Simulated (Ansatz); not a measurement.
Consider ReF3 (honeycomb trihalide sheet).

The cell holds 8 atoms: 2 Re and 6 F. Cell: a = 4.537 Å, b = 4.537 Å, c = 28.448 Å, α = 90.0°, β = 90.0°, γ = 120.0°. Vacuum lies along c.

```
Re F
1.0
     3.70475   -1.85238    1.85238
    -1.85238   -1.85238   -3.70475
    16.42446   16.42446  -16.42446
Re F
2 6
Direct
  0.33333 0.66667 0.32206
  0.66667 0.33333 0.32206
  0.34130 0.00000 0.37092
  0.00000 0.34130 0.37092
  0.65870 0.65870 0.37092
  0.65870 0.00000 0.27321
  0.00000 0.65870 0.27321
  0.34130 0.34130 0.27321
```

The structure was relaxed with PBEsol. The structure was generated from a model, not taken from a measurement. The runs that relaxed it are not among those shown. The program's search for lower electronic states was switched off, so nothing shows that the state found is the lowest. Spin-orbit coupling is left out unless a run names it. PAW set soft_2, made with PBE.

A constrained-RPA run (Ansatz 0.2.0; non-magnetic PBEsol; Re t2g, bands v4 to c2, 6×6×1 mesh, medium accuracy) builds 6 functions on bands 4.7 eV wide, with 8.0 electrons in the window. The bare on-site interaction is 11.9 eV and the bare J 0.43 eV.

Estimate U, U′ and J.

On the Re t2g shell, U = 5.30 eV (45 % of the bare value), U′ = 4.58 eV, J = 0.30 eV.

The parent state is non-magnetic and the interaction static (zero frequency); U depends on the window and the orbitals, so it belongs to this model alone. Spin-orbit coupling, which is strong for atoms this heavy, is left out.

[Paths, hosts, dates, memory and timing lines, banners, echoed tables and standing remarks are left out of the program output.]

[Logs are printed without paths, hosts, clocks, repeated set-up lines and the standing remarks that a program may print on its own settings, such as how far it seeks lower states.]

[Runs of the session that timed out or met a known fault of the program may be left out.]

[Hosts, paths, dates, database ids (printed as entryN), source tags and the programs' standing remarks are cut or masked in the printed files.]
